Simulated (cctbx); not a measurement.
# Accept or mend?

Cell a = 7.9670 Å, b = 8.1220 Å, c = 11.0110 Å, α = 90.00°, β = 90.00°, γ = 90.00°; space group Imma (no. 74).

Simulated single-crystal data (cctbx): Mo Kα, λ = 0.71073 Å, to d = 0.75 Å, 50 % of the full sphere, strongest reflection 5000 counts, noise from counting, a 4 % proportional error and a noise floor of 4 counts (s.d.); no absorption.

An anisotropic refinement with weights 1/σ² prints:

```text
Rint 0.046, 100 unique reflections to 1.30 A
cycle     R1     wR2    GooF  max shift (A)
   1  0.0205  0.0482   1.063   0.00506
   2  0.0165  0.0387   0.852   0.00000
final R1 0.0165 wR2 0.0387 GooF 0.852  parameters 24  data/parameter 4.2
atom        x        y        z      Ueq    occ   su(xyz)  su(Uiso or U11)
Sm1    0.00000  0.50000  0.00000   0.0029  1.000  0.00000  0.0013
Se1    0.75112  0.25000  0.52993   0.0025  1.000  0.00024  0.0018  NPD
Se2    0.50000  0.97092  0.24062   0.0040  1.000  0.00025  0.0019  NPD
Fe1    0.50000  0.25000  0.12570   0.0037  1.000  0.00036  0.0026
Mn1    0.25000  0.75000  0.25000   0.0025  1.000  0.00000  0.0030  NPD
difference map: max 0.52 min -0.49 rms 0.14
Q1    0.0000  0.0619  0.8413    8    0.53  1.14 A from Se2
Q2    0.0817  0.1039  0.1255   16    0.36  1.75 A from Sm1
Q3    0.0000  0.2500  0.0002    4    0.34  2.03 A from Se1
Q4    0.0000  0.2500  0.7222    4    0.27  1.81 A from Se2
Q5    0.0000  0.1314  0.6844    8    0.26  1.04 A from Se2
Q6    0.0000  0.0827  0.3245    8    0.26  1.16 A from Se2
```

**Question.** Can this result stand? If not, what is the likely fault?

Mend it. The fault: data cut at low resolution. Against the right model at the same level, R1 goes from 0.0236 to 0.0165 and GooF from 0.93 to 0.85 and Se1, Se2 and Mn1 go non-positive-definite. The atoms are right, but there are too few data for the parameters: R1 flatters and the s.u.s grow. Data per parameter fall from 20.3 to 4.2.

The compound is SmMnFeSe4. The right model at the same level gives:

```text
Rint 0.053, 487 unique reflections to 0.75 A
cycle     R1     wR2    GooF  max shift (A)
   1  0.0252  0.0561   0.997   0.00036
   2  0.0236  0.0522   0.928   0.00000
final R1 0.0236 wR2 0.0522 GooF 0.928  parameters 24  data/parameter 20.3
atom        x        y        z      Ueq    occ   su(xyz)  su(Uiso or U11)
Sm1    0.00000  0.50000  0.00000   0.0038  1.000  0.00000  0.0002
Se1    0.75123  0.25000  0.52968   0.0035  1.000  0.00010  0.0003
Se2    0.50000  0.97128  0.24074   0.0036  1.000  0.00009  0.0003
Fe1    0.50000  0.25000  0.12521   0.0040  1.000  0.00015  0.0007
Mn1    0.25000  0.75000  0.25000   0.0045  1.000  0.00000  0.0007
difference map: max 1.47 min -1.50 rms 0.38
Q1    0.1030  0.0478  0.6642   16    1.50  1.19 A from Se2
Q2    0.1375  0.2500  0.5736    8    1.36  1.01 A from Se1
Q3    0.1273  0.1489  0.9185   16    1.34  1.41 A from Se1
Q4    0.0000  0.0634  0.8881    8    1.34  1.33 A from Sm1
Q5    0.0000  0.1112  0.4517    8    1.31  1.41 A from Fe1
Q6    0.0000  0.0543  0.8095    8    1.30  0.79 A from Se2
```

The model is made up (kin elements in a known structure type, no relaxation), so it says nothing on whether the phase exists.

[Middle refinement cycles are left out of these outputs.]

[Logs are printed without paths, hosts, clocks, repeated set-up lines and the standing remarks that a program may print on its own settings, such as how far it seeks lower states.]
